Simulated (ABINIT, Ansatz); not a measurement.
# Li3SI (Pm-3m): Raman and infrared activity, part 2 of 2

Aim: Raman and infrared lines of Li3SI (Pm-3m).

ABINIT 10.8.3; DFT LDA, scalar-relativistic, plane waves, PseudoDojo norm-conserving pseudopotentials.

So far. Step 5 (Zone-centre response): The acoustic modes at Γ come out as far as 0.1 cm⁻¹ from zero, where they should vanish, a small numerical error; the Born charges miss their sum rule by 0.036 e, which is fair. The lowest optical mode is imaginary, 46i cm⁻¹, an instability at this level and on this k mesh. The relaxed cell has a = 4.611 Å (conventional setting).

The structure was built from a prototype and need not be the compound's stable phase.

## Step 6: Modes with the sum rule

anaddb reads the merged derivatives and imposes the acoustic sum rule.

Contents of anaddb.abi:

```
ddb_filepath "gamma_DDB"
output_file "anaddb.abo"
outdata_prefix "anaddb"
asr 1
chneut 1
enunit 2
eivec 1
nph1l 1
qph1l 0.0 0.0 0.0 1.0
dieflag 1
nph2l 3
qph2l 
    1.0 0.0 0.0 0.0
    0.0 0.0 1.0 0.0
    1.0 1.0 1.0 0.0
nlflag 1
ramansr 1
alphon 1
prtmbm 1
```

Contents of mrgddb.in:

```
gamma_DDB
merged
3
dfpt_gammao_DS2_DDB
dfpt_gammao_DS3_DDB
gso_DDB
```

Command:

```console
$ mrgddb < mrgddb.in > mrgddb.log
$ OMP_NUM_THREADS=1 anaddb anaddb.abi > anaddb.log
```

anaddb.abo, the main output file:

```text
[banners, grids, parts of the stress and lines that vanish by symmetry left out]
-outvars_anaddb: echo values of input variables ----------------------

 Flags :
[...]
Dielectric Tensor and Effective Charges
[...]
Effective charge tensors after
[...]
1          1       -0.000000000       -0.000000000       -0.000000000
[...]
1          2       -0.000000000       -0.000000000       -0.000000000
[...]
1          3       -0.000000000       -0.000000000       -0.000000000
[...]
2          1       -0.000000000       -0.000000000       -0.000000000
[...]
2          2       -0.000000000       -0.000000000       -0.000000000
[...]
2          3       -0.000000000       -0.000000000       -0.000000000
[...]
3          1       -0.000000000       -0.000000000       -0.000000000
[...]
3          2       -0.000000000       -0.000000000       -0.000000000
[...]
3          3       -0.000000000       -0.000000000       -0.000000000
[...]
4          1       -0.000000000       -0.000000000       -0.000000000
[...]
4          2       -0.000000000       -0.000000000       -0.000000000
[...]
4          3       -0.000000000       -0.000000000       -0.000000000
[...]
5          1       -0.000000000       -0.000000000       -0.000000000
[...]
5          2       -0.000000000       -0.000000000       -0.000000000
[...]
5          3       -0.000000000       -0.000000000       -0.000000000
[...]
Phonon wavevector (reduced coordinates) :  0.00000  0.00000  0.00000
 Phonon energies in Hartree :
[...]
Phonon energies in meV     :
- -5.712029E+00 -5.712029E+00 -5.712029E+00 -4.639976E+00 -4.639976E+00
- -4.639976E+00  0.000000E+00  0.000000E+00  0.000000E+00  1.687911E+01
-  1.687911E+01  1.687911E+01  6.503994E+01  6.503994E+01  6.503994E+01
 Phonon frequencies in cm-1    :
- -4.607062E+01 -4.607062E+01 -4.607062E+01 -3.742393E+01 -3.742393E+01
- -3.742393E+01  0.000000E+00  0.000000E+00  0.000000E+00  1.361392E+02
-  1.361392E+02  1.361392E+02  5.245825E+02  5.245825E+02  5.245825E+02
 Phonon frequencies in Thz     :
- -1.381163E+00 -1.381163E+00 -1.381163E+00 -1.121941E+00 -1.121941E+00
- -1.121941E+00  0.000000E+00  0.000000E+00  0.000000E+00  4.081351E+00
-  4.081351E+00  4.081351E+00  1.572659E+01  1.572659E+01  1.572659E+01
 Phonon energies in Kelvin  :
- -6.628535E+01 -6.628535E+01 -6.628535E+01 -5.384469E+01 -5.384469E+01
- -5.384469E+01  0.000000E+00  0.000000E+00  0.000000E+00  1.958740E+02
[...]
-  1  1.25502537E-05  0.00000000E+00  0.00000000E+00
-     0.00000000E+00  0.00000000E+00  0.00000000E+00
-  2 -1.66986297E-03  0.00000000E+00  0.00000000E+00
-     0.00000000E+00  0.00000000E+00  0.00000000E+00
-  3 -3.17925092E-04  0.00000000E+00  0.00000000E+00
-     0.00000000E+00  0.00000000E+00  0.00000000E+00
-  4 -3.17925092E-04 -4.33314385E-07  0.00000000E+00
-     0.00000000E+00  0.00000000E+00  0.00000000E+00
-  5  8.12081537E-03  0.00000000E+00  0.00000000E+00
-     0.00000000E+00  0.00000000E+00  0.00000000E+00
[...]
-     1          0.000000    -0.000000     0.000000     0.000000
-     2          0.000000    -0.000000    -0.000000     0.000000
[...]
-     8         -0.000000    -0.000006     0.000000     0.000006
-     9          0.000006    -0.000000    -0.000000     0.000006
-    10          0.000000    -0.000000    -1.375204     1.375204
-    11         -0.000000    -1.375204    -0.000000     1.375204
-    12          1.375204    -0.000000     0.000000     1.375204
-    13         -0.000000    -0.000000     1.486160     1.486160
-    14         -0.000000     1.486160    -0.000000     1.486160
-    15          1.486160     0.000000    -0.000000     1.486160
[...]
-   1     Real    0.0000E+00  0.0000E+00  0.0000E+00  0.0000E+00  0.0000E+00  0.0000E+00  0.0000E+00
[...]
-   2     Real    0.0000E+00  0.0000E+00  0.0000E+00  0.0000E+00  0.0000E+00  0.0000E+00  0.0000E+00
[...]
-   3     Real    0.0000E+00  0.0000E+00  0.0000E+00  0.0000E+00  0.0000E+00  0.0000E+00  0.0000E+00
[...]
-   4     Real    0.0000E+00  0.0000E+00  2.1325E-04  0.0000E+00  0.0000E+00  0.0000E+00  2.1325E-04
[...]
-   5     Real    0.0000E+00  2.1325E-04  0.0000E+00  0.0000E+00  0.0000E+00  0.0000E+00  2.1325E-04
[...]
-   6     Real    2.1325E-04  0.0000E+00  0.0000E+00  0.0000E+00  0.0000E+00  0.0000E+00  2.1325E-04
[...]
-   7     Real    0.0000E+00  0.0000E+00  0.0000E+00  0.0000E+00  0.0000E+00  0.0000E+00  0.0000E+00
[...]
-   8     Real    0.0000E+00  0.0000E+00  0.0000E+00  0.0000E+00  0.0000E+00  0.0000E+00  0.0000E+00
[...]
-   9     Real    0.0000E+00  0.0000E+00  0.0000E+00  0.0000E+00  0.0000E+00  0.0000E+00  0.0000E+00
[...]
-  10     Real    0.0000E+00  0.0000E+00  5.7537E-05  0.0000E+00  0.0000E+00  0.0000E+00  5.7537E-05
[...]
-  11     Real    0.0000E+00  5.7537E-05  0.0000E+00  0.0000E+00  0.0000E+00  0.0000E+00  5.7537E-05
[...]
-  12     Real    5.7537E-05  0.0000E+00  0.0000E+00  0.0000E+00  0.0000E+00  0.0000E+00  5.7537E-05
[...]
-  13     Real    0.0000E+00  0.0000E+00  1.5226E-04  0.0000E+00  0.0000E+00  0.0000E+00  1.5226E-04
[...]
-  14     Real    0.0000E+00  1.5226E-04  0.0000E+00  0.0000E+00  0.0000E+00  0.0000E+00  1.5226E-04
[...]
-  15     Real    1.5226E-04  0.0000E+00  0.0000E+00  0.0000E+00  0.0000E+00  0.0000E+00  1.5226E-04
[...]
could try to raise your convergence parameters (ecut and k-points).
[...]
could try to raise your convergence parameters (ecut and k-points).
[...]
Errorcode: 14
NOTE: invoking MPI_ABORT causes Open MPI to kill all MPI processes.
You may or may not see output from other processes, depending on
exactly when Open MPI kills them.
```

Elapsed: 2.8 s, on 1 thread of Intel Xeon at 2.70GHz, shared host.

The program refused the input: “The lowest mode appears to be a "true" negative mode, and not an acoustic mode”.

With an imaginary mode the lattice part of the dielectric tensor has no meaning; dieflag 2 would ask for the electronic part alone. The modes stand as the response run printed them.

## Step 7: Outcome

* space group after relaxation: Pm-3m
* volume per atom: 19.6 Å³
* highest optical zone-centre mode (no LO-TO term): 524.6 cm⁻¹
* lowest optical zone-centre mode: -46.1 cm⁻¹
* mean high-frequency dielectric constant: 4.57
* largest Born charge in size (third of the trace): 2.08 e

No mode is Raman active in this structure. At the LDA level the optical modes of Li3SI (Pm-3m) at the zone centre (no LO-TO term) run from 46i to 525 cm⁻¹, so the structure is a saddle point, with 6 modes beyond 10i cm⁻¹ there. These are harmonic frequencies at zero temperature: anharmonic shifts and linewidths and thermal expansion are left out. Spin-orbit coupling is left out, which can matter for the heavy elements here. The structure is a hypothetical one, built on a prototype.

[Host names and launcher messages were left out of these logs when they were recorded.]

[Logs are printed without paths, hosts, clocks, repeated set-up lines and the standing remarks that a program may print on its own settings, such as how far it seeks lower states.]

[Hosts, paths, dates, database ids (printed as entryN), source tags and the programs' standing remarks are cut or masked in the printed files.]
